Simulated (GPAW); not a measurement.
# ZrB2: optical spectrum from first principles

Aim: the dielectric function of ZrB2, and the optical constants that follow from it.

Calculated with GPAW 26.7.0; DFT, PBE, plane-wave PAW (GPAW data sets), scalar-relativistic, RPA, optical limit.

### 1. Starting point

It takes space group P6/mmm (No. 191, hexagonal). Conventional cell: a = 3.170 Å, b = 3.170 Å, c = 3.533 Å, α = 90.00°, β = 90.00°, γ = 120.00°. Nearest to Zr lie 12 B at 2.54 Å. Nearest to B lie 3 B at 1.83 Å and 6 Zr at 2.54 Å. Farther neighbours are not listed.

Coordinates:

```xyz
3
Lattice="3.1700 0.0000 0.0000 -1.5850 2.7453 0.0000 0.0000 0.0000 3.5330" Properties=species:S:1:pos:R:3 pbc="T T T"
Zr    0.0000    0.0000    0.0000
B     1.5850    0.9151    1.7665
B     0.0000    1.8302    1.7665
```

### 2. Bands for the response

The response needs many more empty bands than the density does.

This step: DFT, PBE, plane-wave PAW (GPAW data sets), scalar-relativistic, bands at fixed density (GPAW 26.7.0).

Input file nscf.py:

```python
from ase.dft.bandgap import bandgap
from gpaw import GPAW, FermiDirac

calc = GPAW('gs.gpw').fixed_density(kpts={'size': (18, 18, 12), 'gamma': True}, nbands=40, convergence={'bands': 34},
                                    occupations=FermiDirac(0.05), txt='nscf.txt')
print('gap (eV)', bandgap(calc, output=None)[0])
print('direct gap (eV)', bandgap(calc, direct=True, output=None)[0])
print('top band over the Fermi level (eV)', min(calc.get_eigenvalues(kpt=k)[33] for k in range(len(calc.get_ibz_k_points()))) - calc.get_fermi_level())
calc.write('full.gpw', mode='all')
```

The run is started by

```
$ OMP_NUM_THREADS=1 python nscf.py
```

Numbers of over 12 decimals in the logs are rounded to 6 here.

Output:

```text
Diagonalizing LCAO Hamiltonian
Converting LCAO to pw mode
convergence criteria:
- Maximum integral of absolute [eigenst]ate change: 4e-08 eV^2 / valence electron
maximum number of iterations: 150

SCF iterations
|iter     |      energy | eigst |  dens |
|iter:   1||             | +3.33 |       |
|iter:   2||             | +1.79 |       |
|iter:   3||             | +0.78 |       |
|iter:   4||             | -0.13 |       |
|iter:   5||             | -0.96 |       |
|iter:   6||             | -1.76 |       |
|iter:   7||             | -2.57 |       |
|iter:   8||             | -3.37 |       |
|iter:   9||             | -4.20 |       |
|iter:  10||             | -5.00 |       |
|iter:  11||             | -5.89 |       |
|iter:  12||             | -6.70 |       |
|iter:  13||             | -7.37 |       |
|iter:  14||             | -7.83c|       |
SCF steps: 14
  __  _  _
 | _ |_)|_||  |
 |__||  | ||/\| - 26.7.0

Versions:
  Python: 3.12.14
  ASE:    3.29.0
  Numpy:  2.5.5
  Scipy:  1.18.1
  Libxc:  7.0.0

Input parameters:
  mode=PW(ecut=500.0),
  convergence={'bands': 34},
  gpts=array([18, 18, 20]),
  kpts=MonkhorstPack(size=(18, 18, 12), gamma=True),
  maxiter=150,
  nbands=40,
  occupations=Occupations(name='fermi-dirac', width=0.05, fixmagmom=False),
  parallel={},
  xc=XC(name='PBE')

--- standard output ---
gap (eV) 0.0
direct gap (eV) 0.0
top band over the Fermi level (eV) 33.435503
```

The job ended after 3.7 min (1 thread of Arm Neoverse V1, shared host; peak memory 0.32 GiB).

### 3. Dielectric function, RPA

Transitions between filled and empty bands, summed over the zone, give the optical response, so mesh, band count and broadening shape it.

The induced potential is part of this response.

This step: DFT, PBE, plane-wave PAW (GPAW data sets), scalar-relativistic, RPA, optical limit (GPAW 26.7.0).

Input file df.py:

```python
from gpaw.response.df import DielectricFunction

df = DielectricFunction('full.gpw', frequencies={'type': 'nonlinear', 'domega0': 0.03, 'omega2': 8},
                        ecut=50,
                        eta=0.15,
                        nbands=34,
                        rate=0.05,
                        txt='df.txt')
for direction in ['x', 'z']:
    df.get_dielectric_function(xc='RPA', direction=direction, filename=f'df_{direction}.csv')
```

The run is started by

```
$ OMP_NUM_THREADS=1 python df.py
```

Output:

```text
Using integrator: PointIntegrator
NonLinearFrequencyDescriptor(from 0.000 to 88.070 eV, 529 points)
Nonperiodic BCs:  [False False False]
Using integrator: PointIntegrator
NonLinearFrequencyDescriptor(from 0.000 to 88.070 eV, 529 points)
Nonperiodic BCs:  [False False False]
Using integrator: PointIntegrator

Calculating chi0 body with:
    Ground state adapter containing:
    Number of spins: 1
    Number of kpoints: 3888
    Number of irreducible kpoints: 259
    Number of completely occupied states: 8
    Number of partially occupied states: 10

    Linear response parametrization:
    q_c: [0.0, 0.0, 0.0]
    Number of frequency points: 529
    Planewave cutoff: 50.0
    Number of bands: 34
    Number of planewaves: 23
    Broadening (eta): 0.15

Integrating chi0 body.

Symmetries of q_c:
    Direct symmetries (Uq -> q): 24
    Indirect symmetries (TUq -> q): 0
In total 24 allowed symmetries.

259 groups of equivalent kpoints. 93.338477% reduction.

Integral kind: spectral function

Calculating chi0 optical extensions with:
    Ground state adapter containing:
    Number of spins: 1
    Number of kpoints: 3888
    Number of irreducible kpoints: 259
    Number of completely occupied states: 8
    Number of partially occupied states: 10

    Linear response parametrization:
    Number of frequency points: 529
    Planewave cutoff: 50.0
    Number of bands: 34
    Number of planewaves: 23
    Broadening (eta): 0.15
Integrating chi0 head and wings.

Symmetries of q_c:
    Direct symmetries (Uq -> q): 24
    Indirect symmetries (TUq -> q): 0
In total 24 allowed symmetries.

259 groups of equivalent kpoints. 93.338477% reduction.

Integral kind: spectral function wings

Calculating drude chi0 with:
    Number of frequency points:529
    Plasma frequency decay rate: 0.05 eV

    Ground state adapter containing:
    Number of spins: 1
    Number of kpoints: 3888
    Number of irreducible kpoints: 259
    Number of completely occupied states: 8
    Number of partially occupied states: 10

Symmetries of q_c:
    Direct symmetries (Uq -> q): 24
    Indirect symmetries (TUq -> q): 0
In total 24 allowed symmetries.

259 groups of equivalent kpoints. 93.338477% reduction.

Integral kind: intraband
Plasma frequency:
[[4.25-0.j 0.  +0.j 0.  +0.j]
 [0.  -0.j 4.25-0.j 0.  +0.j]
 [0.  +0.j 0.  +0.j 2.59-0.j]]
```

The job ended after 30 s (1 thread; peak memory 0.25 GiB).

Sum at mesh points, not converged in k. Table of Im ε by photon energy; read off at these points:

| photon energy (eV) | E ∥ x | E ∥ z |
| --- | --- | --- |
| 0.50 | 21.5 | 13.3 |
| 0.81 | 24.2 | 35.2 |
| 1.00 | 28.2 | 32.0 |
| 1.21 | 30.9 | 27.9 |
| 1.50 | 22.8 | 21.2 |
| 2.00 | 19.5 | 20.4 |
| 2.17 | 22.3 | 20.8 |
| 2.50 | 16.4 | 18.8 |
| 3.00 | 11.9 | 11.9 |
| 3.50 | 11.8 | 13.2 |
| 4.00 | 10.2 | 11.9 |
| 4.50 | 9.09 | 10.2 |
| 5.00 | 8.16 | 8.59 |
| 5.50 | 8.37 | 8.81 |
| 6.00 | 7.82 | 7.25 |
| 6.50 | 7.55 | 7.36 |
| 7.00 | 7.94 | 8.90 |
| 7.50 | 7.69 | 8.87 |
| 8.00 | 7.43 | 7.43 |
| 8.50 | 7.65 | 8.75 |
| 9.00 | 7.32 | 6.44 |
| 9.50 | 6.50 | 5.85 |
| 10.00 | 6.67 | 5.34 |
| 10.50 | 5.23 | 4.22 |
| 11.00 | 3.78 | 3.09 |
| 11.50 | 3.46 | 2.38 |
| 12.00 | 2.99 | 2.36 |
| 12.50 | 2.40 | 1.87 |
| 13.00 | 2.25 | 1.69 |
| 13.50 | 1.99 | 1.57 |

Values under 1 per cm are given as 1; sum at mesh points, not converged in k. The absorption coefficient by photon energy:

| photon energy (eV) | E ∥ x (1/cm) | E ∥ z (1/cm) |
| --- | --- | --- |
| 0.492 | 3.1e5 | 73507 |
| 1.010 | 3.1e5 | 3.2e5 |
| 1.486 | 4.7e5 | 4.1e5 |
| 1.985 | 5.4e5 | 5.2e5 |
| 2.508 | 7.7e5 | 7.7e5 |
| 3.018 | 6.6e5 | 6.0e5 |
| 3.510 | 7.9e5 | 7.8e5 |
| 3.980 | 8.4e5 | 9.3e5 |
| 4.516 | 9.3e5 | 9.9e5 |
| 4.981 | 8.8e5 | 1.0e6 |
| 5.515 | 1.1e6 | 1.1e6 |
| 6.021 | 1.1e6 | 1.1e6 |
| 6.494 | 1.2e6 | 1.1e6 |
| 6.985 | 1.3e6 | 1.3e6 |
| 7.496 | 1.5e6 | 1.6e6 |
| 8.026 | 1.5e6 | 1.6e6 |
| 8.516 | 1.7e6 | 2.0e6 |
| 9.023 | 1.9e6 | 2.1e6 |
| 9.483 | 1.9e6 | 2.0e6 |
| 10.026 | 2.2e6 | 2.2e6 |
| 10.519 | 2.4e6 | 2.2e6 |
| 11.029 | 2.2e6 | 2.2e6 |
| 11.479 | 2.2e6 | 2.1e6 |
| 12.023 | 2.2e6 | 2.0e6 |
| 12.504 | 2.1e6 | 2.0e6 |
| 13.000 | 2.2e6 | 1.9e6 |
| 13.512 | 2.1e6 | 1.9e6 |

Sum at mesh points, not converged in k. Table of Im ε, E ∥ x by photon energy; read off at these points:

| photon energy (eV) | without local fields | with local fields |
| --- | --- | --- |
| 0.50 | 21.5 | 21.5 |
| 1.00 | 28.1 | 28.2 |
| 1.21 | 30.9 | 30.9 |
| 1.50 | 22.8 | 22.8 |
| 2.00 | 19.5 | 19.5 |
| 2.17 | 22.4 | 22.3 |
| 2.50 | 16.4 | 16.4 |
| 3.00 | 11.9 | 11.9 |
| 3.50 | 11.9 | 11.8 |
| 4.00 | 10.2 | 10.2 |
| 4.50 | 9.16 | 9.09 |
| 5.00 | 8.23 | 8.16 |
| 5.50 | 8.44 | 8.37 |
| 6.00 | 7.90 | 7.82 |
| 6.50 | 7.62 | 7.55 |
| 7.00 | 8.03 | 7.94 |
| 7.50 | 7.79 | 7.69 |
| 8.00 | 7.54 | 7.43 |
| 8.50 | 7.75 | 7.65 |
| 9.00 | 7.39 | 7.32 |
| 9.50 | 6.56 | 6.50 |
| 10.00 | 6.71 | 6.67 |
| 10.50 | 5.29 | 5.23 |
| 11.00 | 3.83 | 3.78 |
| 11.50 | 3.53 | 3.46 |
| 12.00 | 3.03 | 2.99 |
| 12.50 | 2.45 | 2.40 |
| 13.00 | 2.27 | 2.25 |
| 13.50 | 1.99 | 1.99 |

The reflectivity at normal incidence has structure finer than the step of the table below, so its rows give means over 0.5 eV, whole bins alone (the curve runs from 0.305 to 14.0 eV). Peaks (eV: height): E ∥ x 1.28: 57.9, 2.28: 54.0, 3.22: 44.6, 5.42: 37.2, 7.44: 38.1, 10.81: 52.8, 12.26: 51.7; E ∥ z 0.81: 58.2, 2.47: 52.7, 3.68: 45.6, 7.79: 41.4, 8.89: 49.0, 10.95: 56.2, 12.42: 52.8.

Sum at mesh points, not converged in k. Table of reflectivity at normal incidence by photon energy; means over each step:

| photon energy (eV) | E ∥ x (%) | E ∥ z (%) |
| --- | --- | --- |
| 1.0 | 54.8 | 56.6 |
| 1.5 | 54.1 | 50.4 |
| 2.0 | 50.9 | 49.2 |
| 2.5 | 50.6 | 49.9 |
| 3.0 | 42.7 | 41.7 |
| 3.5 | 42.4 | 43.3 |
| 4.0 | 39.9 | 42.7 |
| 4.5 | 38.2 | 41.2 |
| 5.0 | 35.3 | 37.9 |
| 5.5 | 36.3 | 37.1 |
| 6.0 | 35.4 | 34.8 |
| 6.5 | 34.3 | 32.8 |
| 7.0 | 34.6 | 36.6 |
| 7.5 | 37.1 | 40.1 |
| 8.0 | 35.9 | 39.7 |
| 8.5 | 38.6 | 43.7 |
| 9.0 | 41.0 | 48.0 |
| 9.5 | 41.6 | 44.6 |
| 10.0 | 45.5 | 49.2 |
| 10.5 | 51.4 | 51.8 |
| 11.0 | 51.5 | 55.6 |
| 11.5 | 49.1 | 53.6 |
| 12.0 | 50.4 | 49.6 |
| 12.5 | 50.6 | 51.2 |
| 13.0 | 50.2 | 50.0 |
| 13.5 | 50.0 | 48.3 |

Sum at mesh points, not converged in k. The loss function −Im 1/ε at q → 0 by energy loss; read off at these points:

| energy loss (eV) | E ∥ x | E ∥ z |
| --- | --- | --- |
| 0.5 | 0.0137 | 0.0253 |
| 1.0 | 0.0289 | 0.0237 |
| 1.5 | 0.0425 | 0.0406 |
| 2.0 | 0.0470 | 0.0409 |
| 2.5 | 0.0604 | 0.0531 |
| 3.0 | 0.0794 | 0.0704 |
| 3.5 | 0.0814 | 0.0684 |
| 4.0 | 0.0959 | 0.0830 |
| 4.5 | 0.109 | 0.0976 |
| 5.0 | 0.113 | 0.116 |
| 5.5 | 0.118 | 0.112 |
| 6.0 | 0.125 | 0.136 |
| 6.5 | 0.130 | 0.129 |
| 7.0 | 0.120 | 0.108 |
| 7.5 | 0.130 | 0.113 |
| 8.0 | 0.134 | 0.133 |
| 8.5 | 0.130 | 0.111 |
| 9.0 | 0.133 | 0.125 |
| 9.5 | 0.146 | 0.149 |
| 10.0 | 0.132 | 0.136 |
| 10.5 | 0.129 | 0.148 |
| 11.0 | 0.157 | 0.151 |
| 11.5 | 0.183 | 0.190 |
| 12.0 | 0.189 | 0.229 |
| 12.5 | 0.211 | 0.240 |
| 13.0 | 0.225 | 0.272 |
| 13.5 | 0.256 | 0.311 |

From ε follow the optical constants at some laser and lamp lines:

| wavelength (nm) | n x | k x | R (%) x | 1/α x | n z | k z | R (%) z | 1/α z |
| --- | --- | --- | --- | --- | --- | --- | --- | --- |
| 1550 | 4.04 | 2.977 | 52.8 | 41 nm | 5.96 | 2.927 | 58.2 | 42 nm |
| 1064 | 4.54 | 3.404 | 57.1 | 25 nm | 4.61 | 3.142 | 55.4 | 27 nm |
| 800 | 3.69 | 3.019 | 52.6 | 21 nm | 3.92 | 2.594 | 49.3 | 25 nm |
| 633 | 3.56 | 2.683 | 49.1 | 19 nm | 3.99 | 2.532 | 49.0 | 20 nm |
| 532 | 3.12 | 3.158 | 53.7 | 13 nm | 3.66 | 2.886 | 51.3 | 15 nm |
| 450 | 2.59 | 2.301 | 43.0 | 16 nm | 2.73 | 2.287 | 43.0 | 16 nm |
| 248 | 2.33 | 1.749 | 34.1 | 11 nm | 2.14 | 2.005 | 38.3 | 9.8 nm |

A polished face would reflect 51 % of daylight and look faintly yellow-green (CIE x = 0.318, y = 0.349 under D65).

### 4. Results

**Reading.** At this level (PBE, RPA) ZrB2 is a metal. The mesh is too coarse to trust the carriers' weight, the reflectivity or the colour to better than tens of per cent. A polished face would reflect 51 % of daylight and look faintly yellow-green (CIE x = 0.318, y = 0.349 under D65). The carriers' damping of 0.05 eV is typed, not computed; it shapes the response at the lowest energies. In this version of GPAW the matrix elements of the optical limit are incomplete, which can lower ε − 1 by up to a tenth where first-row anions or d states rule, and shift it by more in d metals. GPAW's carrier term has the form −ωp²/(ω + i·rate)², which damps like twice the rate and fails at low energy, so the curves leave the lowest energies out. The sum runs over mesh points 0.15 Å⁻¹ apart with no interpolation, so peaks are partly noise of the mesh, and the Drude plasma energy, a sum over the Fermi surface, isn't converged.

[Machine, clock and banner lines and Python warnings are left out of the logs.]

[Logs are printed without paths, hosts, clocks, repeated set-up lines and the standing remarks that a program may print on its own settings, such as how far it seeks lower states.]

[Hosts, paths, dates, database ids (printed as entryN), source tags and the programs' standing remarks are cut or masked in the printed files.]
